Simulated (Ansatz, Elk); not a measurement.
## SrB4Au3: X-ray structure factors from the self-consistent density

Structure refinements treat a crystal as free atoms side by side. For a made-up structure of SrB4Au3 (cell and positions from a PBE relaxation) the runs below show what the calculated density changes in F(hkl).

Calculated with Elk 11.2.3 (patched build); DFT, PBE, all-electron APW+lo, Dirac cores, scalar-relativistic bands, static density, no spin.

This account leaves out most program logs.

The structure was built from a prototype and need not be the compound's stable phase.

### 1. The structure

Symmetry: P4/mmm, No. 123, tetragonal system. Conventional cell: a = 4.303 Å, b = 4.303 Å, c = 6.467 Å, α = 90.00°, β = 90.00°, γ = 90.00°. Nearest to Au lie 8 B at 2.32 Å and 2 Sr at 3.23 Å. Au has 8 B at 2.28 to 3.29 Å and 6 Au at 3.22 to 3.45 Å and 4 Sr at 3.44 Å nearest. Sr has 8 B at 3.20 Å and 10 Au at 3.23 to 3.44 Å nearest. B has 5 B at 1.74 to 3.04 Å and 4 Au at 2.28 to 2.32 Å and 2 Sr at 3.20 Å nearest. Farther neighbours are not listed.

### 2. Ground state and structure factors

An all-electron density is needed, since X-rays see the cores too. Task 0 finds the density and task 195 Fourier-transforms it; tshift is off so that phases refer to the origin typed.

Contents of elk.in:

```
tasks
  0
  195

xctype
  20

spinpol
  .false.

rgkmax
  7.0

gmaxvr
  14.0

lmaxo
  7

lmaxapw
  8

swidth
  0.002

tshift
  .false.

ramdisk
  .false.

hmaxvr
  5.5

maxscl
  120

epspot
  1e-06

sppath
  './'

avec
  8.13134807702 0.00000000000 0.00000000000
  0.00000000000 8.13134807702 0.00000000000
  0.00000000000 0.00000000000 12.22012827785

atoms
  3
  'Au.in'
  3
  0.0000000000 0.0000000000 0.0000000000   0.000000 0.000000 0.000000
  0.5000000000 0.5000000000 0.7489008003   0.000000 0.000000 0.000000
  0.5000000000 0.5000000000 0.2510991997   0.000000 0.000000 0.000000
  'Sr.in'
  1
  -0.0000000000 -0.0000000000 0.5000000000   0.000000 0.000000 0.000000
  'B.in'
  4
  0.5000000000 -0.0000000000 0.8655413312   0.000000 0.000000 0.000000
  0.5000000000 0.0000000000 0.1344586688   0.000000 0.000000 0.000000
  0.0000000000 0.5000000000 0.8655413312   0.000000 0.000000 0.000000
  0.0000000000 0.5000000000 0.1344586688   0.000000 0.000000 0.000000

ngridk
  5 5 4
```

Run with:

```console
> OMP_NUM_THREADS=4 elk
```

Wall time 74 s (4 threads of Arm Neoverse V1, shared host); peak memory 0.34 GiB; 3.6 min of CPU time.

SFACRHO.OUT:

```text

h k l indices transformed by vhmat matrix:
   1.000000000       0.000000000       0.000000000    
   0.000000000       1.000000000       0.000000000    
   0.000000000       0.000000000       1.000000000    

      h      k      l  multipl.   |H|            Re(F)            Im(F)           |F|

      0      0      0      1   0.0000000       295.00000      0.14476317E-16   295.00000    
      0      0     -1      2  0.51416689       51.542437     -0.38544624E-14   51.542437    
      1      0      0      4  0.77271139      -40.085327      0.18319462E-13   40.085327    
     -1      0      1      8  0.92814357       40.275062      0.38544624E-14   40.275062    
      0      0     -2      2   1.0283338      -40.580265      0.80593306E-14   40.580265    
      1      1      0      4   1.0927789       228.18640     -0.33035427E-13   228.18640    
      1     -1     -1      8   1.2076976       28.615222     -0.38544624E-14   28.615222    
     -1      0      2      8   1.2862944       232.92652      0.22425963E-13   232.92652    
     -1      1      2      8   1.5005453      -34.864789     -0.35741379E-13   34.864789    
      0      0      3      2   1.5425007       30.728277      0.10687373E-13   30.728277    
      2      0      0      4   1.5454228       231.87181     -0.32616207E-13   231.87181    
     -2      0     -1      8   1.6287109       40.880518     -0.28032454E-14   40.880518    
     -1      0     -3      8   1.7252221       32.303415     -0.96361561E-14   32.303415    
     -2      1      0      8   1.7278352      -34.740721     -0.69164857E-13   34.740721    
     -2      1     -1     16   1.8027152       35.238981     -0.21024341E-14   35.238981    
      0      2      2      8   1.8562871      -34.882071     -0.30134888E-13   34.882071    
     -1     -1     -3      8   1.8903635       42.827894     -0.89353448E-14   42.827894    
     -1      2     -2     16   2.0106926       202.96809     -0.20323529E-13   202.96809
```

Elk indexes on the primitive cell of elk.in and gives |H| = 4π sin θ/λ in inverse bohr. Below, one row stands for each form hkl of the conventional cell (m members, Friedel mates merged), F is for one primitive cell and the density is static (no thermal factor). Free-atom factors are Waasmaier and Kirfel's, and R is Σm||F|−|F'||/Σm|F|.

| hkl | m | sin θ/λ (Å⁻¹) | abs F, DFT | neutral atoms | diff. |
| --- | --- | --- | --- | --- | --- |
| 001 | 2 | 0.077 | 51.542 | 51.645 | -0.103 |
| 100 | 4 | 0.116 | 40.085 | 40.333 | -0.248 |
| 101 | 8 | 0.140 | 40.275 | 40.592 | -0.317 |
| 002 | 2 | 0.155 | 40.580 | 40.571 | +0.010 |
| 110 | 4 | 0.164 | 228.186 | 229.682 | -1.496 |
| 111 | 8 | 0.182 | 28.615 | 29.326 | -0.711 |
| 102 | 8 | 0.193 | 232.927 | 233.680 | -0.753 |
| 112 | 8 | 0.226 | 34.865 | 35.088 | -0.223 |
| 003 | 2 | 0.232 | 30.728 | 30.814 | -0.086 |
| 200 | 4 | 0.232 | 231.872 | 232.077 | -0.205 |
| 201 | 8 | 0.245 | 40.880 | 40.768 | +0.112 |
| 103 | 8 | 0.259 | 32.303 | 32.413 | -0.110 |
| 210 | 8 | 0.260 | 34.741 | 34.988 | -0.247 |
| 211 | 16 | 0.271 | 35.239 | 35.429 | -0.190 |

### 3. The highest occupied states alone

An energy window below the Fermi level keeps the highest occupied states, to see at which angles they scatter; shallow core shells can lie inside it and anion s states outside. No new self-consistency is needed.

elk.in: that of step 2 with these lines changed.

```diff
@@ -1,3 +1,2 @@
 tasks
-  0
   195
@@ -40,2 +39,5 @@
 
+wsfac
+  -0.248740 0.602500
+
 sppath
```

Run with:

```console
> OMP_NUM_THREADS=4 elk
```

Wall time 20 s (4 threads); peak memory 0.21 GiB; 25 s of CPU time.

States within 15 eV below the Fermi level hold 47.00 electrons; any levels below the window count with the cores. Their amplitudes can exceed the total, where window and core parts have opposite phase:

| hkl | sin θ/λ (Å⁻¹) | abs F, window | abs F, all |
| --- | --- | --- | --- |
| 001 | 0.077 | 14.815 | 51.542 |
| 100 | 0.116 | 7.416 | 40.085 |
| 101 | 0.140 | 6.526 | 40.275 |
| 002 | 0.155 | 6.707 | 40.580 |
| 110 | 0.164 | 10.845 | 228.186 |
| 111 | 0.182 | 1.604 | 28.615 |
| 102 | 0.193 | 12.771 | 232.927 |
| 112 | 0.226 | 2.813 | 34.865 |
| 003 | 0.232 | 1.458 | 30.728 |
| 200 | 0.232 | 11.338 | 231.872 |

### 4. Another functional

The difference from free atoms is small, so it is set against the change that LDA (Perdew-Wang) makes.

elk.in: that of step 3 with these lines changed.

```diff
@@ -1,2 +1,3 @@
 tasks
+  0
   195
@@ -4,3 +5,3 @@
 xctype
-  20
+  3
 
@@ -39,5 +40,2 @@
 
-wsfac
-  -0.248740 0.602500
-
 sppath
```

Run with:

```console
> OMP_NUM_THREADS=4 elk
```

Run time: 44 s. Hardware: 4 threads; peak memory 0.24 GiB; 2.2 min of CPU time.

Against the first run R = 0.02 %; the largest change is -0.062 at 228.

### 5. Basis size

The basis and the expansions that go with it are enlarged, to see whether the differences are converged.

elk.in: that of step 4 with these lines changed.

```diff
@@ -5,3 +5,3 @@
 xctype
-  3
+  20
 
@@ -11,12 +11,12 @@
 rgkmax
-  7.0
+  8.5
 
 gmaxvr
-  14.0
+  18.0
 
 lmaxo
-  7
+  9
 
 lmaxapw
-  8
+  10
```

Run with:

```console
> OMP_NUM_THREADS=4 elk
```

Run time: 3.3 min. Hardware: 4 threads; peak memory 0.69 GiB; 10 min of CPU time.

Against the first run R = 0.00 %; the largest change is +0.012 at 424.

### 6. Settings against the effect

```csv
run,R against the first run (%),"R against neutral atoms, low angle (%)",wall time
"PBE, rgkmax 7",0.00,0.55,74 s
LDA (Perdew-Wang),0.02,0.55,44 s
rgkmax 8.5 with larger expansions,0.00,0.55,3.3 min
```

### 7. Outcome

```
R against neutral atoms, sin θ/λ < 0.3 Å⁻¹ : 0.55 %
R against neutral atoms, 0.3 to 0.72 Å⁻¹   : 0.19 %
```

What this shows: Independent neutral atoms miss the calculated amplitudes by R = 0.55 % below 0.3 Å⁻¹ and 0.19 % from there to 0.72 Å⁻¹; by shells, 0.64 % below 0.15 Å⁻¹ (3 forms), 0.54 % 0.15 to 0.3 (13 forms), 0.23 % 0.3 to 0.45 (26 forms), 0.17 % above 0.45 (107 forms). Bonding, aspherical density and the tables' own atoms all enter these figures, and the runs don't part them. The largest change of an amplitude is -1.50 electrons, at 110. The window's part falls from 47.0 electrons at the origin to at most 0.78 between 0.45 and 0.72 Å⁻¹. Below 0.3 Å⁻¹ the changes that finished (LDA (Perdew-Wang) and rgkmax 8.5 with larger expansions) move F by R = 0.02 % at most, against the 0.55 % that separates it from free atoms. The k-mesh has no finished test. Spin-orbit coupling is left out, which can matter for elements this heavy. Part of the difference isn't bonding: the tables are fits to free atoms and ions calculated by other methods than this functional. Thermal motion, anomalous dispersion and extinction are left out.

[Logs are printed without paths, hosts, clocks, repeated set-up lines and the standing remarks that a program may print on its own settings, such as how far it seeks lower states.]

[Hosts, paths, dates, database ids (printed as entryN), source tags and the programs' standing remarks are cut or masked in the printed files.]
